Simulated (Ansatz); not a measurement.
# Sc2COS MXene monolayer in a perpendicular field

What dipole does a perpendicular field induce in the Sc2COS MXene monolayer? A positive field points along +c.

Method: plane-wave DFT, PBE-D3(BJ), Ansatz PAW (set soft_1); PAW set soft_1, in Ansatz 0.2.0.

Most raw output is cut from this account.

### 1. Starting point

The cell holds 5 atoms: 1 S, 2 Sc, 1 C and 1 O. Cell: a = 3.226 Å, b = 3.226 Å, c = 41.983 Å, α = 90.0°, β = 90.0°, γ = 120.0°. Vacuum lies along c.

### 2. Relaxing the slab

The starting cell is a guess, so the in-plane lattice and the atoms are relaxed first, with the slab cut off from its images along the normal.

input.yaml reads:

```yaml
crystal:
  lattice:
    - [3.22608, 0.0, 0.0]
    - [-1.61304, 2.7938672346, 0.0]
    - [0.0, 0.0, 41.9830368437]
  atoms:
    - { symbol: S, position: [0.3333333333, 0.6666666667, 0.4346993779] }
    - { symbol: Sc, position: [0.6666666667, 0.3333333333, 0.4772230721] }
    - { symbol: C, position: [0.0, 0.0, 0.5075430612] }
    - { symbol: Sc, position: [0.3333333333, 0.6666666667, 0.5378630502] }
    - { symbol: O, position: [0.6666666667, 0.3333333333, 0.5653006221] }
  periodic: [true, true, false]
kpoints:
  mp_grid: { grid: [12, 12, 1] }
hamiltonian:
  xc: pbe
  dispersion: d3bj
  pseudopotentials: { kind: paw, azcp: { folder: soft_1 } }
scf:
  occupations: { method: fermi_dirac, width: 0.05 }
  convergence: { dr2_threshold: 1.0e-09 }
relax:
  f_tol: 0.004
  max_steps: 90
  cell: {}
output:
  write_potential: true
  write_density: true
  volumetric_format: npy
```

Launch:

```console
> ansatz run input.yaml --threads 2 --pin off --max-ram 3072MiB --backend cpu --events-out ev --progress --plain --runs-dir out
```

Wall time 2.3 min (2 threads of Arm Neoverse V1, shared host); peak memory 0.63 GiB.

Relaxation path:

```
step  energy less that of the first step (eV)  largest force component (eV/Å)  volume (Å³)
   1                                   0.0000                          5.0102       378.40
   2                                  -0.9382                          1.8801       386.22
   3                                  -1.0946                          0.5709       394.53
   4                                  -1.1162                          0.1100       394.52
   5                                  -1.1171                          0.0380       395.65
   6                                  -1.1172                          0.0216       395.73
   7                                  -1.1172                          0.0120       395.64
   8                                  -1.1172                          0.0003       395.71
  9*                                  -1.1210                          0.0005       395.71
  10                                  -1.1209                          0.0023       396.01
 11*                                  -1.1210                          0.0023       396.01
```

Relaxation steps marked * repeat the geometry before them on a plane-wave basis chosen anew for their cell, so energy and pressure can jump there.

Forces are held to the 6 operations that the run works with; a distortion that breaks them can't arise in this run.

```
cell as run  before  after  change
      a (Å)   3.226  3.300  +2.3 %
      b (Å)   3.226  3.300  +2.3 %
```

The atoms that moved most (Å, along periodic axes as changes of fractional coordinates times the final cell, across vacuum about the mean position):

```
atom     dx     dy      dz  length
 Sc4  0.000  0.000   0.280   0.280
  O5  0.000  0.000  -0.163   0.163
  C3  0.000  0.000  -0.107   0.107
 Sc2  0.000  0.000  -0.081   0.081
  S1  0.000  0.000   0.071   0.071
```

The relaxed structure:

```cif
data_structure
_symmetry_space_group_name_H-M 'P 1'
_symmetry_Int_Tables_number 1
_cell_length_a 3.3003
_cell_length_b 3.3003
_cell_length_c 41.9830
_cell_angle_alpha 90.000
_cell_angle_beta 90.000
_cell_angle_gamma 120.000
_cell_volume 396.01
loop_
_atom_site_label
_atom_site_type_symbol
_atom_site_fract_x
_atom_site_fract_y
_atom_site_fract_z
_atom_site_occupancy
S1 S 0.33333 0.66667 0.43638 1
Sc2 Sc 0.66667 0.33333 0.47529 1
C3 C 0.00000 0.00000 0.50500 1
Sc4 Sc 0.33333 0.66667 0.54454 1
O5 O 0.66667 0.33333 0.56142 1
```

Numbers from this step:

```
energy at zero smearing : -5996.9883 eV
```

The lattice constant a goes from 3.226 to 3.300 Å.

### 3. Atoms held, field 0

A sawtooth potential applies the field, turning back in the middle of the vacuum. With the dipole correction the typed value is the field outside the slab. The induced dipole is small, so the SCF threshold is tight.

The cell differs from the one that the last finished run ended in (c 41.983 → 23.249 Å).

input.yaml reads:

```yaml
crystal:
  lattice:
    - [3.3002881803, 0.0, 0.0]
    - [-1.6501440901, 2.8581334039, 0.0]
    - [0.0, 0.0, 23.2494153014]
  atoms:
    - { symbol: S, position: [0.3333333333, 0.6666666667, 0.3871065093] }
    - { symbol: Sc, position: [0.6666666667, 0.3333333333, 0.4573723355] }
    - { symbol: C, position: [0.0, 0.0, 0.5110064662] }
    - { symbol: Sc, position: [0.3333333333, 0.6666666667, 0.5824091469] }
    - { symbol: O, position: [0.6666666667, 0.3333333333, 0.6128934907] }
kpoints:
  mp_grid: { grid: [18, 18, 1] }
  band_path:
    path: [[0, 0, 0], [0.5, 0, 0], [0.33333333, 0.33333333, 0], [0, 0, 0]]
    npoints: 16
hamiltonian:
  xc: pbe
  dispersion: d3bj
  pseudopotentials: { kind: paw, azcp: { folder: soft_1 } }
scf:
  occupations: { method: fermi_dirac, width: 0.02585 }
  convergence: { dr2_threshold: 1.0e-10 }
efield:
  axis: 3
  dipole_correction: true
  ramp_position: 0.97
  ramp_width: 0.06
  amplitude: 0
output:
  dos: { projected: true, e_range: [-6, 5] }
  write_potential: true
  write_density: true
  volumetric_format: npy
  elf: true
```

The job ended after 24 s (2 threads; peak memory 0.54 GiB; 47 s of CPU time).

This step gave:

| Property | Result |
| --- | --- |
| energy at zero smearing | -5996.9941 eV |
| work function, upper face | 6.223 eV |
| work function, lower face | 6.585 eV |
| dipole along the normal | 0.01887 e·Å |
| step between the vacuum levels | -0.3620 eV |

Running mean over a fixed 2.8 Å (it still follows the layers) of the planar mean; the ramp of the sawtooth is left out. The electron's electrostatic potential energy less the Fermi level by z:

z (Å), electron's electrostatic potential energy less the Fermi level (eV) and a bar from the least value:
```
      3.0       6.58 ##############################
      3.5       6.58 ##############################
      4.0       6.58 ##############################
      4.5       6.58 ##############################
      5.0       6.58 ##############################
      5.5       6.58 ##############################
      6.0       6.56 ##############################
      6.5       6.44 ##############################
      7.0       5.83 ############################
      7.5       3.96 ########################
      8.0       1.61 ###################
      8.5      -0.28 ##############
      9.0      -2.53 #########
      9.5      -5.29 ###
     10.0      -6.51 
     10.5      -6.38 
     11.0      -6.00 #
     11.5      -5.53 ##
     12.0      -5.21 ###
     12.5      -5.63 ##
     13.0      -6.42 
     13.5      -5.78 ##
     14.0      -4.63 ####
     14.5      -2.95 ########
     15.0      -0.06 ###############
     15.5       3.16 ######################
     16.0       5.38 ###########################
     16.5       6.08 #############################
     17.0       6.20 #############################
     17.5       6.22 #############################
     18.0       6.22 #############################
     18.5       6.22 #############################
     19.0       6.22 #############################
     19.5       6.22 #############################
     20.0       6.22 #############################
```

The density of states has structure finer than the step of the table below, so its rows give means over 0.25 eV, whole bins alone (the curve runs from -6 to 1.99 eV). Peaks (eV: height): -3.440: 9.83, -2.580: 10.5, -2.530: 9.76, -2.390: 15.4, -1.890: 9.51, -1.260: 10.3, -0.760: 8.22.

Density of states against energy, zero at the Fermi level; means over each step:

energy (eV), density of states (states/eV a cell) and a bar:
```
    -4.25        0.0 
    -4.00        0.1 
    -3.75        1.2 ####
    -3.50        4.3 ###############
    -3.25        3.5 ############
    -3.00        4.9 #################
    -2.75        5.7 ####################
    -2.50        8.7 ##############################
    -2.25        2.8 ##########
    -2.00        5.1 ##################
    -1.75        1.5 #####
    -1.50        1.5 #####
    -1.25        4.6 ################
    -1.00        3.5 ############
    -0.75        5.1 ##################
    -0.50        5.3 ##################
    -0.25        3.5 ############
     0.00        2.9 ##########
     0.25        3.7 #############
     0.50        1.4 #####
     0.75        0.7 ##
     1.00        0.5 ##
     1.25        0.4 #
     1.50        0.1 
     1.75        0.0
```

Projected DOS per atom over height of the atomic layer and energy from the Fermi level. Layers: S Sc C Sc O from below.

Ten even steps from '0' (0.00 states/eV) to '9' (4.10 states/eV), each cell a mean:
```
00000
00000
00000
00000
20300
10300
31400
32300
31201
20000
31101
31002
20229
20026
20015
00012
00000
00000
00000
00000
00000
00000
```
Columns: height of the atomic layer (Å) from 9 to 14.2 (not evenly spaced); rows upwards: energy from the Fermi level (eV) from -5.96 to 1.96.

The electronic bands at the labelled points (eV, zero at the Fermi level):

```
  point  band 16  band 17  band 18  band 19  band 20  band 21  band 22  band 23
      Γ    -0.37    -0.37    -0.04     1.50     1.50     3.69     3.69     3.75
halfway    -1.73    -0.89    -0.43     0.16     0.57     2.97     4.25     4.29
      M    -1.90    -1.18    -0.75    -0.51     0.32     2.56     4.39     4.69
halfway    -1.87    -1.52    -1.04    -0.73    -0.28     3.26     4.29     4.48
      K    -2.22    -1.82    -1.26    -0.86    -0.51     3.68     4.39     4.65
halfway    -1.91    -1.09    -0.57    -0.14     0.21     3.39     3.76     4.51
      Γ    -0.37    -0.37    -0.04     1.50     1.50     3.69     3.69     3.75
```

Electrostatic potential energy in the ca plane at fractional y = 0.333, with atoms of Sc and O within 0.2 Å of it. With pseudopotentials it is smooth inside the atoms' cores, unlike the true potential.

Values in eV, 5 rows by 16 columns, each cell a mean:
```
  5   5   5   5   5   3  -4 -27  -8   1  -4 -10   5   5   5   5
  5   5   5   5   5   4 -10 -39 -18   2 -13 -32   5   5   5   5
  5   5   5   5   5   3  -5 -27  -9   1  -5 -11   5   5   5   5
  5   5   5   5   4  -1  -2  -3  -1  -1  -8  -1   4   5   5   5
  5   5   5   5   4  -1  -2  -2  -1  -1  -8  -1   4   5   5   5
```
Columns run along c (16.0 Å, from fractional 0.14 to 0.83 of the cell; values clipped at the 3rd and 97th percentile), rows up along a (3.3 Å). Atoms in or near the plane, at fractional coordinates: Sc at (0.46, 0.67), O at (0.61, 0.67).

ELF in the ca plane at fractional y = 0.333, with atoms of Sc and O within 0.2 Å of it. It is the smooth field of the valence electrons, not physical close to the nuclei.

Ten even steps from '0' (0.00) to '9' (0.82), each cell a mean:
```
00000000000012466523542244202588853100000000
00000000000000122127776112126999974200000000
00000000000000011037237201138967985210000000
00000000000000111037557201127978985200000000
00000000000001344325774123114799974100000000
00000000000024678741222466201246542000000000
00000000000146899973125787312111100000000000
00000000000247999974236887312200000000000000
00000000000136899852113677301112320000000000
```
Columns run along c (16.0 Å, from fractional 0.14 to 0.83 of the cell), rows up along a (3.3 Å). Atoms in or near the plane, at fractional coordinates: Sc at (0.46, 0.67), O at (0.61, 0.67).

Valence density in the ca plane at fractional y = 0.333, with atoms of Sc and O within 0.2 Å of it. It is the smooth field of the valence electrons, not physical close to the nuclei.

Ten steps, logarithmic in the rise over the least value, from '0' (0.0 e/Å³) to '9' (8.2 e/Å³), each cell a mean:
```
00000012222345532221234542100000000000000000
00000001122478852111247874100000000000000000
00000001112699963111358985200000000000000000
00000001112589862111258984200000000000000000
00000011222467642211245653100000000000000000
00000012333333333222233331000000000000000000
00000013443322233332333210000000000000000000
00000023443322233332333210000000000000000000
00000012333222233322233221000000000000000000
```
Columns run along c (16.0 Å, from fractional 0.25 to 0.94 of the cell), rows up along a (3.3 Å). Atoms in or near the plane, at fractional coordinates: Sc at (0.46, 0.67), O at (0.61, 0.67).

The work function of the upper face is 6.22 eV.

### 4. Atoms held, field 0.1 V/Å

input.yaml, as its differences from that of step 3:

```diff
@@ -26,7 +26,6 @@
   dipole_correction: true
-  ramp_position: 0.97
-  ramp_width: 0.06
-  amplitude: 0
+  ramp_position: 0.9437
+  ramp_width: 0.1101
+  amplitude: 0.1
 output:
-  dos: { projected: true, e_range: [-6, 5] }
   write_potential: true
@@ -34,2 +33 @@
   volumetric_format: npy
-  elf: true
```

Wall time 24 s (2 threads); peak memory 0.52 GiB.

The dipole is 0.0538 e·Å, 0.0349 e·Å from its value without field.

### 5. Atoms held, field -0.1 V/Å

input.yaml, as its differences from that of step 4:

```diff
@@ -28,3 +28,3 @@
   ramp_width: 0.1101
-  amplitude: 0.1
+  amplitude: -0.1
 output:
```

The job ended after 23 s (2 threads; peak memory 0.52 GiB).

The dipole is -0.0161 e·Å, -0.0349 e·Å from its value without field.

### 6. Response, atoms held

This step: plane-wave DFT, PBE-D3(BJ), Ansatz PAW (set soft_1); response to a field along the normal, atoms held; PAW set soft_1 (Ansatz 0.2.0).

The dipoles give the slope, and the difference of two potentials shows where the field is screened.

This step gave:

- equivalent conductor thickness p/(ε₀AE): 6.702 Å
- distance between the outer atoms: 5.249 Å

The dipole of the cell by applied field:

```
applied field (V/Å)  dipole of the cell (e·Å)
            -0.1000                   -0.0161
             0.0000                    0.0189
             0.1000                    0.0538
```

Local field over the applied field, running mean. From the potentials at -0.1 and 0.1 V/Å; running mean over 2.5 Å. The local field over applied field by z:

```
z (Å)  local field over applied field
  4.5                           1.000
  5.0                           0.998
  5.5                           0.994
  6.0                           0.979
  6.5                           0.938
  7.0                           0.842
  7.5                           0.687
  8.0                           0.507
  8.5                           0.321
  9.0                           0.155
  9.5                          0.0504
 10.0                         0.00826
 10.5                        -0.00448
 11.0                         0.00633
 11.5                          0.0374
 12.0                          0.0726
 12.5                          0.0928
 13.0                           0.118
 13.5                           0.166
 14.0                           0.251
 14.5                           0.376
 15.0                           0.539
 15.5                           0.707
 16.0                           0.848
 16.5                           0.938
 17.0                           0.979
 17.5                           0.993
 18.0                           0.998
 18.5                           0.999
 19.0                           1.000
```

Electrons, planar mean, per unit field. Induced electron density against z:

```
z (Å)  induced electron density (e/Å³ per V/Å)
  4.5                                   1.6e-6
  5.0                                   6.5e-6
  5.5                                   2.4e-5
  6.0                                   8.7e-5
  6.5                                   2.9e-4
  7.0                                   8.5e-4
  7.5                                  0.00218
  8.0                                  0.00380
  8.5                                  0.00259
  9.0                                   8.6e-4
  9.5                                   8.1e-4
 10.0                                  -2.2e-4
 10.5                                  -3.4e-4
 11.0                                   4.0e-6
 11.5                                  -7.6e-5
 12.0                                  -6.7e-4
 12.5                                 -0.00105
 13.0                                   1.3e-4
 13.5                                  0.00104
 14.0                                 -0.00170
 14.5                                 -0.00174
 15.0                                 -0.00352
 15.5                                 -0.00208
 16.0                                  -8.3e-4
 16.5                                  -2.9e-4
 17.0                                  -9.0e-5
 17.5                                  -2.6e-5
 18.0                                  -7.2e-6
 18.5                                  -1.9e-6
 19.0                                  -5.1e-7
```

By hand: between -0.1 and 0.1 V/Å the dipole changes by 0.06987 e·Å, a slope of 0.3494 e·Å²/V. A perfect conductor of thickness t has p = ε₀AEt, so t = 180.95 × 0.3494 / 9.433 = 6.70 Å (e/ε₀ = 180.95 V·Å, A in Å²).

The induced dipole is that of a conductor 6.70 Å thick.

### 7. Outcome

| Item | Value |
| --- | --- |
| gap without field | none |
| work function, upper face | 6.22 eV |
| step between the vacuum levels | -0.362 eV |
| equivalent conductor thickness, atoms held | 6.70 Å |

**Reading.** The induced dipole equals that of a perfect conductor 6.70 Å thick, while the outer atoms lie 5.25 Å apart. The two faces differ: the vacuum level above lies 0.36 eV lower than the one below. There is no gap over 0.03 eV, with or without the field. The main runs have no spin polarisation; a magnetic state could lie lower and would change these results. The MXene's terminations sit over the metal atoms of its far layer; the site over carbon or nitrogen, which some compounds prefer, was not run.

[Logs are printed without paths, hosts, clocks, repeated set-up lines and the standing remarks that a program may print on its own settings, such as how far it seeks lower states.]

[Hosts, paths, dates, database ids (printed as entryN), source tags and the programs' standing remarks are cut or masked in the printed files.]

[Maps of the electrostatic potential energy from Ansatz leave out the sawtooth potential of an applied field or a dipole correction, so their vacuum need not be flat; planar profiles and work functions include it.]

[The density of states shown here was stored with 400 of the rows of the run's finer table, so its peaks can read low, often by over a quarter, or be missed, and its means over a window can be off by a tenth or more.]
